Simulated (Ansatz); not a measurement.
# TiC (Fm-3m) under biaxial strain in the (111) plane, part 2 of 2

Aim: how do the optical modes of TiC (Fm-3m) shift and split under this strain?

Ansatz 0.2.0; DFT PBEsol, scalar-relativistic, plane waves, PAW; PAW set soft_1.

So far. Step 3 (Tight relaxation): The forces vanish by symmetry and the pressure is -0.001 GPa, within the tolerances set. The cell now holds 9.89 Å³/atom.

The database entry behind the starting cell differs from later determinations by our own check (0.1 to 0.3 % short, probably kX units), so it need not match the best structure at ambient conditions.

### 4. Modes at rest

The force constants come from the linear response of the density to a displacement.

The modes at rest are the reference of the series.

input.yaml

```yaml
crystal:
  lattice:
    - [0.0, 2.146443317, 2.146443317]
    - [2.146443317, 0.0, 2.146443317]
    - [2.146443317, 2.146443317, 0.0]
  atoms:
    - { symbol: C, position: [0.5, 0.5, 0.5] }
    - { symbol: Ti, position: [0.0, 0.0, 0.0] }
kpoints:
  mp_grid: { grid: [16, 16, 16] }
hamiltonian:
  xc: pbesol
  pseudopotentials: { kind: paw, azcp: { folder: soft_1 }, xc_functional: pbe }
scf:
  occupations: { method: methfessel_paxton, width: 0.2 }
output:
  eigenvalues: true
phonons:
  method: dfpt
```

Started as:

```
ansatz run input.yaml --threads 4 --pin off --max-ram 10240MiB --backend cpu --events-out ev --progress --plain --runs-dir out
```

Numbers of over 12 decimals in the logs are rounded to 6 here.

What it wrote:

```text
[...]
Crystal: 2 atoms, lattice volume = 19.778 Å³
Basis set: ecut = 420 eV, 387 PW (Γ), exchange–correlation on 48×48×48 points (8 copies of the dense FFT grid, shifted against one another)
Bands: 12, of which v1, the nominal top of the filled ones, is band 8 counted from 1 (7 counted from 0)
Symmetry: 48 space group operations
k-points: 349 of 4096 (irreducible under 8 space group operations, time reversal used)
[...]
SCF iter   1: F=—  HF=-2723.416385 eV  |F-HF|=—  |Δ(HF+E_count)|=         —  Δρ=1.39e-1  dr2=4.91e0  ethr=3.10e-3  ⟨swp⟩=4.2  Hψ=19794  notcnv=0
[...]
SCF iter   9: F=-2722.424797 eV  HF=-2722.424797 eV  |F-HF|=0.00e0  |Δ(HF+E_count)|=  6.32e-11  S|Δr|=    0.00e0  Δρ=2.57e-8  dr2=8.55e-14  ethr=1.00e-12  ⟨swp⟩=3.5  Hψ=17789  notcnv=0
the search or the solves at the SCF's close seem to have found levels that the self-consistency loop had missed (the run counts 1). By its estimate they hold under 1e-12 electrons; where the run keeps them, the occupations were computed again with them
SCF 1 converged in 9 iterations: F = -2722.424797 eV  dr2 = 8.55e-14
[...]
DFPT response loops at Γ: preconditioner auto → Kerker (q_TF=auto, 2.634 Å⁻¹) (partly filled bands, converged f_vac=0.000); β = 1.00, the filter's whole step (`scf.mixing.beta` (0.50) is not read by the response loops under this deck's `scf.mixing.preconditioner`; to damp them name `kerker` or `kerker_dos`, under which they read `scf.mixing.beta`, and type it under 1.00, their step now; both keys bind the ground state too); Broyden in place of MSR1
SCF converged after 9 iterations
[...]
Free energy (F): -2722.424797 eV
[...]
Internal energy: -2722.424388 eV  (E = F + TS)
E sigma→0 (E₀):  -2722.424695 eV
Entropy (-TS):   -0.000409 eV (-0.205 meV/atom)
Fermi energy:    14.968979 eV
[...]
--- Band table (eV; the first three rows and the last of 349) ---
  k-point 0: bands = [... 4 lower, 2.4842, 15.6541, 15.6541, 15.6541, 16.7178, 16.7178, 16.7178, 16.7733]
  k-point 1: bands = [... 4 lower, 2.5765, 15.2057, 15.4597, 15.4597, 16.0336, 16.0336, 16.9612, 17.7877]
  k-point 2: bands = [... 4 lower, 2.8473, 14.3133, 14.6840, 14.6840, 16.1019, 16.1019, 17.3026, 18.8885]
  k-point 348: bands = [... 4 lower, 5.4421, 11.7593, 11.7593, 12.2062, 17.8665, 17.8665, 18.6532, 20.3861]
--- Phonons (Γ-DFPT): 2 representative perturbations + reference, on 349 of 4096 k-points (Σ response iterations 6) ---
  k mesh reduced under 8 symmetry operations, with k and −k counted as one. Each operation leaves every solved perturbation unchanged. A smaller set is not used because it would not reduce the number of displacements times k-points to solve
  ASR residual: 2.634e-5 → 0.000e0 eV/Å²; symmetrization residual: 3.280e-7 eV/Å²
  ASR residual per site (eV/Å²): 2.63e-5 9.36e-7
  Γ frequencies (cm⁻¹): 0.00 0.00 0.00 542.50 542.50 542.50
  non-analytic LO–TO correction: not included (Born effective charges unavailable; polar crystals: no LO–TO splitting at Γ)
```

Elapsed: 2.6 s, on 4 threads of AMD EPYC 9R45, shared host; peak memory 0.63 GiB; 9 s of CPU time.

Reading the cycles: dr2 is the Hartree energy of the density residual (eV), the measure of convergence; HF is the Harris–Foulkes estimate of the energy, which meets the free energy F at convergence.

Numbers from this step:

```yaml
sum_rule_residual_before_enforcement: 2.63e-5 eV/Å²
point_group: m-3m
highest_optical_mode_at_the_zone_centre_no_lo_to_term: 542.5 cm⁻¹
lowest_optical_zone_centre_mode: 542.5 cm⁻¹
```

Patterns of degenerate modes are one choice out of their space. Modes at Γ, with each element's share of the kinetic energy:

```csv
mode,frequency (cm⁻¹),symmetry,C %,Ti %
1,0.0,acoustic,20,80
2,0.0,acoustic,20,80
3,0.0,acoustic,20,80
4,542.5,T1u,80,20
5,542.5,T1u,80,20
6,542.5,T1u,80,20
```

Displacements in mode 6 (542.5 cm⁻¹), the largest set to 1:
```
C1   0.00  0.00  1.00
Ti2  0.00  0.00 -0.25
```

Before it was imposed, the acoustic sum rule was missed by 2.6e-5 eV/Å². Small misses are needed for a sound result but don't prove that mesh and cutoff are converged. The lowest optical mode is real, 542 cm⁻¹.

### 5. Relaxation of a member: biaxial strain of +4 % in the (111) plane

The cell takes a biaxial strain of +4 % in the (111) plane. The strained lengths are held, while the rest of the cell and the atoms relax.

input.yaml, the sections that differ from step 4:

```yaml
crystal:
  lattice:
    - [-0.0837273685, 2.1485736812, 2.1485736812]
    - [2.1485736812, -0.0837273685, 2.1485736812]
    - [2.1485736812, 2.1485736812, -0.0837273685]
  atoms:
    - { symbol: C, position: [0.5, 0.5, 0.5] }
    - { symbol: Ti, position: [0.0, 0.0, 0.0] }
  conventional_axes: [[-1, 1, 0], [0, -1, 1], [1, 1, 1]]
output:
  forces: true
  stress: true
  eigenvalues: true
relax:
  adjacent_minimum: "off"
  f_tol: 0.001
  max_steps: 60
  cell: { stress_tol: 0.01, fix: [a, b, gamma] }
# kpoints, hamiltonian, scf: as in step 4
# phonons: removed
```

What it wrote:

```text
[...]
Crystal: 2 atoms, lattice volume = 20.996 Å³
Basis set: ecut = 420 eV, 393 PW (Γ), exchange–correlation on 48×48×48 points (8 copies of the dense FFT grid, shifted against one another)
Bands: 12, of which v1, the nominal top of the filled ones, is band 8 counted from 1 (7 counted from 0)
Symmetry: 12 space group operations
[...]
k-points: 417 of 4096
[...]
k-point 416: bands = [... 4 lower, 5.5417, 8.3408, 10.8980, 10.8980, 17.0616, 17.0616, 18.2683, 21.5475]
--- Relaxed structure (4 steps of the walk, 4 accepted, 2 SCFs on fresh bases) ---
[...]
cell:  # Å, volume = 20.8719 Å³
    - [-0.092042, 2.140259, 2.140259]
    - [2.140259, -0.092042, 2.140259]
    - [2.140259, 2.140259, -0.092042]
  atoms:
    - { symbol: C, position: [0.500000, 0.500000, 0.500000] }
    - { symbol: Ti, position: [0, 0, 0] }
[key lines of the parts left out:]
SCF converged after 3 iterations
Free energy (F): -2722.324478 eV
Fermi energy:    14.109058 eV
P = ⅓ Tr σ = -12.8948 GPa (-128.948 kbar)
```

It took 3.7 s on 4 threads; peak memory 0.51 GiB; 13 s of CPU time.

Step by step:

```csv
step,energy less that of the first step (eV),largest force component (eV/Å),pressure (GPa),volume (Å³)
1,0.0000,0.0000,-14.15,21.00
2,-0.0011,0.0000,-12.52,20.84
3,-0.0011,0.0000,-12.90,20.87
4*,-0.0010,0.0000,-12.90,20.87
5,-0.0010,0.0000,-12.89,20.87
6*,-0.0010,0.0000,-12.89,20.87
```

Relaxation steps marked * repeat the geometry before them on a plane-wave basis chosen anew for their cell, so energy and pressure can jump there.

The run keeps the 12 symmetry operations that it works with, so distortions that break them were not tested.

```csv
"conventional cell, symmetrised",before,after,change
a (Å),3.157,3.157,+0.0 %
b (Å),3.157,3.157,+0.0 %
c (Å),7.298,7.255,-0.6 %
volume (Å³/atom),10.50,10.44,-0.6 %
```

The relaxed structure:

```xyz
2
Lattice="-0.0920 2.1403 2.1403 2.1403 -0.0920 2.1403 2.1403 2.1403 -0.0920" Properties=species:S:1:pos:R:3 pbc="T T T"
C     2.0942    2.0942    2.0942
Ti    0.0000    0.0000    0.0000
```

Numbers from this step:

| Item | Value |
| --- | --- |
| pressure | -12.89 GPa |
| volume per atom | 10.44 Å³ |

The forces vanish by symmetry.

The cell shrank by 0.6 % in volume.

### 6. Modes of this member: biaxial strain of +4 % in the (111) plane

The zone-centre modes follow for biaxial strain of +4 % in the (111) plane.

input.yaml, the sections that differ from step 5:

```yaml
crystal:
  lattice:
    - [-0.092042024, 2.1402590257, 2.1402590257]
    - [2.1402590257, -0.092042024, 2.1402590257]
    - [2.1402590257, 2.1402590257, -0.092042024]
  atoms:
    - { symbol: C, position: [0.5, 0.5, 0.5] }
    - { symbol: Ti, position: [0.0, 0.0, 0.0] }
output:
  eigenvalues: true
phonons:
  method: dfpt
# kpoints, hamiltonian, scf: as in step 5
# relax: removed
```

What it wrote:

```text
[...]
Crystal: 2 atoms, lattice volume = 20.872 Å³
Basis set: ecut = 420 eV, 393 PW (Γ), exchange–correlation on 48×48×48 points (8 copies of the dense FFT grid, shifted against one another)
Bands: 12, of which v1, the nominal top of the filled ones, is band 8 counted from 1 (7 counted from 0)
Symmetry: 12 space group operations
k-points: 1098 of 4096 (irreducible under 2 space group operations, time reversal used)
[...]
SCF iter   1: F=—  HF=-2723.257011 eV  |F-HF|=—  |Δ(HF+E_count)|=         —  Δρ=1.32e-1  dr2=4.83e0  ethr=3.10e-3  ⟨swp⟩=4.1  Hψ=61260  notcnv=0
[...]
SCF iter   9: F=-2722.324478 eV  HF=-2722.324478 eV  |F-HF|=3.64e-12  |Δ(HF+E_count)|=  3.08e-10  S|Δr|=    0.00e0  Δρ=1.24e-7  dr2=3.87e-12  ethr=1.00e-12  ⟨swp⟩=3.9  Hψ=58384  notcnv=0
SCF 1 converged in 9 iterations: F = -2722.324478 eV  dr2 = 3.87e-12
[...]
SCF converged after 9 iterations
[...]
Free energy (F): -2722.324478 eV
[...]
Internal energy: -2722.325409 eV  (E = F + TS)
E sigma→0 (E₀):  -2722.324710 eV
Entropy (-TS):   0.000931 eV (0.465 meV/atom)
Fermi energy:    14.109059 eV
[...]
--- Band table (eV; the first three rows and the last of 1098) ---
  k-point 0: bands = [... 4 lower, 1.8093, 14.5032, 14.5032, 15.1110, 15.5779, 15.5779, 15.7856, 15.7856]
  k-point 1: bands = [... 4 lower, 1.8933, 14.1243, 14.3007, 14.8413, 15.0412, 15.2747, 15.8627, 16.6478]
  k-point 2: bands = [... 4 lower, 2.1405, 13.2947, 13.6240, 14.0993, 15.0431, 15.3619, 16.2046, 17.6810]
  k-point 1097: bands = [... 4 lower, 5.5417, 8.3408, 10.8980, 10.8980, 17.0616, 17.0616, 18.2683, 21.5475]
[...]
ASR residual: 6.061e-5 → 0.000e0 eV/Å²; symmetrization residual: 1.564e-8 eV/Å²
  ASR residual per site (eV/Å²): 1.02e-5 6.06e-5
  Γ frequencies (cm⁻¹): 0.00 0.00 0.00 444.33 503.19 503.19
[...]
```

The job ended after 7.4 s (4 threads; peak memory 1.2 GiB).

This step gave:

* sum-rule residual before enforcement: 6.06e-5 eV/Å²
* point group: -3m
* highest optical mode at the zone centre (no LO-TO term): 503.2 cm⁻¹
* lowest optical zone-centre mode: 444.3 cm⁻¹

Patterns of degenerate modes are one choice out of their space. The modes at Γ (shares of kinetic energy by element, %):

```csv
mode,frequency (cm⁻¹),symmetry,C %,Ti %
1,0.0,acoustic,20,80
2,0.0,acoustic,20,80
3,0.0,acoustic,20,80
4,444.3,A2u,80,20
5,503.2,Eu,80,20
6,503.2,Eu,80,20
```

Displacements in mode 4 (444.3 cm⁻¹), the largest set to 1:
```
C1   1.00  1.00  1.00
Ti2 -0.25 -0.25 -0.25
```

Displacements in mode 5 (503.2 cm⁻¹), the largest set to 1:
```
C1   1.00 -0.50 -0.50
Ti2 -0.25  0.13  0.13
```

The lowest optical mode is real, 444 cm⁻¹, and the highest lies at 503.2 cm⁻¹.

Between step 4 and this run (strain 4 %) the value for the highest optical mode at the zone centre (no LO-TO term) moves from 542 cm⁻¹ to 503 cm⁻¹ (-7 %).

### 7. A member of the series: biaxial strain of -4 % in the (111) plane

The cell takes a biaxial strain of -4 % in the (111) plane. The strained lengths are held, while the rest of the cell and the atoms relax.

input.yaml, the sections that differ from step 6:

```yaml
crystal:
  lattice:
    - [0.083724447, 2.1443100315, 2.1443100315]
    - [2.1443100315, 0.083724447, 2.1443100315]
    - [2.1443100315, 2.1443100315, 0.083724447]
  atoms:
    - { symbol: C, position: [0.5, 0.5, 0.5] }
    - { symbol: Ti, position: [0.0, 0.0, 0.0] }
  conventional_axes: [[-1, 1, 0], [0, -1, 1], [1, 1, 1]]
output:
  forces: true
  stress: true
  eigenvalues: true
relax:
  adjacent_minimum: "off"
  f_tol: 0.001
  max_steps: 60
  cell: { stress_tol: 0.01, fix: [a, b, gamma] }
# kpoints, hamiltonian, scf: as in step 6
# phonons: removed
```

What it wrote:

```text
[...]
Crystal: 2 atoms, lattice volume = 18.565 Å³
Basis set: ecut = 420 eV, 345 PW (Γ), exchange–correlation on 48×48×48 points (8 copies of the dense FFT grid, shifted against one another)
Bands: 12, of which v1, the nominal top of the filled ones, is band 8 counted from 1 (7 counted from 0)
Symmetry: 12 space group operations
[...]
k-points: 417 of 4096
[...]
k-point 416: bands = [... 4 lower, 6.8200, 9.7468, 13.2530, 13.2530, 19.1075, 19.1075, 20.2708, 24.8059]
--- Relaxed structure (4 steps of the walk, 4 accepted, 2 SCFs on fresh bases) ---
[...]
cell:  # Å, volume = 18.6792 Å³
    - [0.092686, 2.153272, 2.153272]
    - [2.153272, 0.092686, 2.153272]
    - [2.153272, 2.153272, 0.092686]
  atoms:
    - { symbol: C, position: [0.500000, 0.500000, 0.500000] }
    - { symbol: Ti, position: [0, 0, 0] }
[key lines of the parts left out:]
SCF converged after 3 iterations
Free energy (F): -2722.305068 eV
Fermi energy:    16.054864 eV
P = ⅓ Tr σ = 17.1898 GPa (171.898 kbar)
```

Wall time 3.6 s (4 threads); peak memory 0.46 GiB.

Relaxation path:

```csv
step,energy less that of the first step (eV),largest force component (eV/Å),pressure (GPa),volume (Å³)
1,0.0000,0.0000,19.25,18.57
2,-0.0011,0.0000,17.14,18.68
3,-0.0011,0.0000,17.19,18.68
4*,-0.0013,0.0000,17.20,18.68
5,-0.0013,0.0000,17.19,18.68
6*,-0.0013,0.0000,17.19,18.68
```

Relaxation steps marked * repeat the geometry before them on a plane-wave basis chosen anew for their cell, so energy and pressure can jump there.

The run keeps the 12 symmetry operations that it works with, so distortions that break them were not tested.

```csv
"conventional cell, symmetrised",before,after,change
a (Å),2.914,2.914,+0.0 %
b (Å),2.914,2.914,+0.0 %
c (Å),7.573,7.620,+0.6 %
volume (Å³/atom),9.28,9.34,+0.6 %
```

Final coordinates:

```xyz
2
Lattice="0.0927 2.1533 2.1533 2.1533 0.0927 2.1533 2.1533 2.1533 0.0927" Properties=species:S:1:pos:R:3 pbc="T T T"
C     2.1996    2.1996    2.1996
Ti    0.0000    0.0000    0.0000
```

Numbers from this step:

* pressure: 17.19 GPa
* volume per atom: 9.340 Å³

The forces vanish by symmetry.

The cell grew by 0.6 % in volume.

### 8. Zone-centre modes of the member: biaxial strain of -4 % in the (111) plane

The zone-centre modes follow for biaxial strain of -4 % in the (111) plane.

input.yaml, the sections that differ from step 7:

```yaml
crystal:
  lattice:
    - [0.0926859792, 2.1532715637, 2.1532715637]
    - [2.1532715637, 0.0926859792, 2.1532715637]
    - [2.1532715637, 2.1532715637, 0.0926859792]
  atoms:
    - { symbol: C, position: [0.5, 0.5, 0.5] }
    - { symbol: Ti, position: [0.0, 0.0, 0.0] }
output:
  eigenvalues: true
phonons:
  method: dfpt
# kpoints, hamiltonian, scf: as in step 7
# relax: removed
```

What it wrote:

```text
[...]
Crystal: 2 atoms, lattice volume = 18.679 Å³
Basis set: ecut = 420 eV, 345 PW (Γ), exchange–correlation on 48×48×48 points (8 copies of the dense FFT grid, shifted against one another)
Bands: 12, of which v1, the nominal top of the filled ones, is band 8 counted from 1 (7 counted from 0)
Symmetry: 12 space group operations
k-points: 1098 of 4096 (irreducible under 2 space group operations, time reversal used)
[...]
k-point 1: bands = [... 4 lower, 3.3446, 16.0719, 16.3554, 16.7762, 16.9379, 17.1506, 18.1608, 18.9349]
  k-point 2: bands = [... 4 lower, 3.6426, 15.3360, 15.4461, 15.9136, 16.8949, 17.2832, 18.4996, 20.1240]
  k-point 1097: bands = [... 4 lower, 6.8200, 9.7468, 13.2530, 13.2530, 19.1075, 19.1075, 20.2708, 24.8059]
[...]
ASR residual: 7.164e-5 → 0.000e0 eV/Å²; symmetrization residual: 2.255e-7 eV/Å²
  ASR residual per site (eV/Å²): 2.10e-5 7.16e-5
  Γ frequencies (cm⁻¹): 0.00 0.00 0.00 572.38 572.38 639.56
[...]
[key lines of the parts left out:]
SCF converged after 8 iterations
Free energy (F): -2722.305068 eV
Fermi energy:    16.054864 eV
```

The job ended after 7 s (4 threads; peak memory 1.2 GiB).

This step gave:

```yaml
sum_rule_residual_before_enforcement: 7.16e-5 eV/Å²
highest_optical_mode_at_the_zone_centre_no_lo_to_term: 639.6 cm⁻¹
lowest_optical_zone_centre_mode: 572.4 cm⁻¹
```

Patterns of degenerate modes are one choice out of their space. The modes at Γ (shares of kinetic energy by element, %):

```csv
mode,frequency (cm⁻¹),symmetry,C %,Ti %
1,0.0,acoustic,20,80
2,0.0,acoustic,20,80
3,0.0,acoustic,20,80
4,572.4,Eu,80,20
5,572.4,Eu,80,20
6,639.6,A2u,80,20
```

The lowest optical mode is real, 572 cm⁻¹, and the highest lies at 639.6 cm⁻¹.

For the highest optical mode at the zone centre (no LO-TO term), step 4 gave 542 cm⁻¹; this run, with strain -4 %, gives 640 cm⁻¹ (+18 %).

### 9. All members side by side

The members are set side by side, also those not shown above.

Stress is positive in compression; energies are extrapolated to zero smearing, and E0 is that at rest; the edges not held and the atoms are relaxed in each cell; all runs use 16×16×16 k points and Methfessel-Paxton smearing of 0.2 eV. State of the crystal along the series:

```csv
strain (%),in-plane stress (GPa),free strain along [111] (%),E - E0 (meV/atom)
-4,25.79,2.477,59.74
-3,18.65,1.851,32.74
-2,11.93,1.242,14.15
-1,5.713,0.6277,3.44
0,-0.001471,0,0
1,-5.285,-0.6337,3.282
2,-10.24,-1.255,12.88
3,-14.94,-1.851,28.52
4,-19.34,-2.432,49.99
```

Optical modes are counted from below at rest and tracked from member to member by their patterns, and modes that stay within 0.3 cm⁻¹ of each other stand once; labels, where given, are those at rest; the edges not held and the atoms are relaxed in each cell; all runs use 16×16×16 k points and Methfessel-Paxton smearing of 0.2 eV. Optical modes along the series:

```csv
strain (%),"optical mode 1 T1u, singlet (cm⁻¹)","optical mode 2 T1u, doublet (cm⁻¹)"
-4,639.6,572.4
-3,622.2,564.9
-2,600,557.2
-1,571.8,549.5
0,542.5,542.5
1,515.2,536.2
2,490.5,529.4
3,467.5,518.8
4,444.3,503.2
```

Value and slope at zero strain of a cubic (a lower polynomial where under five rows exist) through the rows within 2 % of rest. Slopes at rest:

```csv
mode,frequency (cm⁻¹),shift per percent of strain (cm⁻¹),shift per GPa of compressive stress (cm⁻¹)
"optical mode 1 T1u, singlet",542.7,-28.61,5.22
"optical mode 2 T1u, doublet",542.6,-6.56,1.2
```

### 10. What came out

| Property | Result |
| --- | --- |
| members | 9 |
| highest optical mode at the zone centre (no LO-TO term), at rest | 542.5 cm⁻¹ |
| biaxial modulus in the (111) plane | 548 GPa |
| optical mode 1 T1u, singlet, shift per percent | -28.61 cm⁻¹ |
| optical mode 2 T1u, doublet, shift per percent | -6.56 cm⁻¹ |

What this shows: The stress changes by 5.48 GPa for each percent, a biaxial modulus of 548 GPa in the (111) plane. For each percent the free edge responds with -0.63 %. The strain lowers the symmetry: the level at 542.5 cm⁻¹ splits, into 639.6 and 572.4 cm⁻¹ at -4 %. The fastest shift in the table of slopes is -28.6 cm⁻¹ for each percent (optical mode 1 T1u, singlet), or 5.2 cm⁻¹ for each GPa of compressive stress. For small strain, the measured shift of a line that Raman or infrared light can see, divided by its slope, estimates the stress, if the state of stress is of this kind. These are harmonic frequencies at zero temperature: anharmonic shifts, linewidths and thermal expansion are left out. With no gap, or one that is small against the smearing, the frequencies hang on the k mesh and the smearing, most of all near Kohn anomalies. The PAW files were made for PBE; the program adapts parts of them to the functional of the run, but their partial waves stay those of PBE, an approximation that was not tested in this session. Only the zone centre was solved, so an instability at another wavevector cannot show here.

[Logs are printed without paths, hosts, clocks, repeated set-up lines and the standing remarks that a program may print on its own settings, such as how far it seeks lower states.]

[Hosts, paths, dates, database ids (printed as entryN), source tags and the programs' standing remarks are cut or masked in the printed files.]
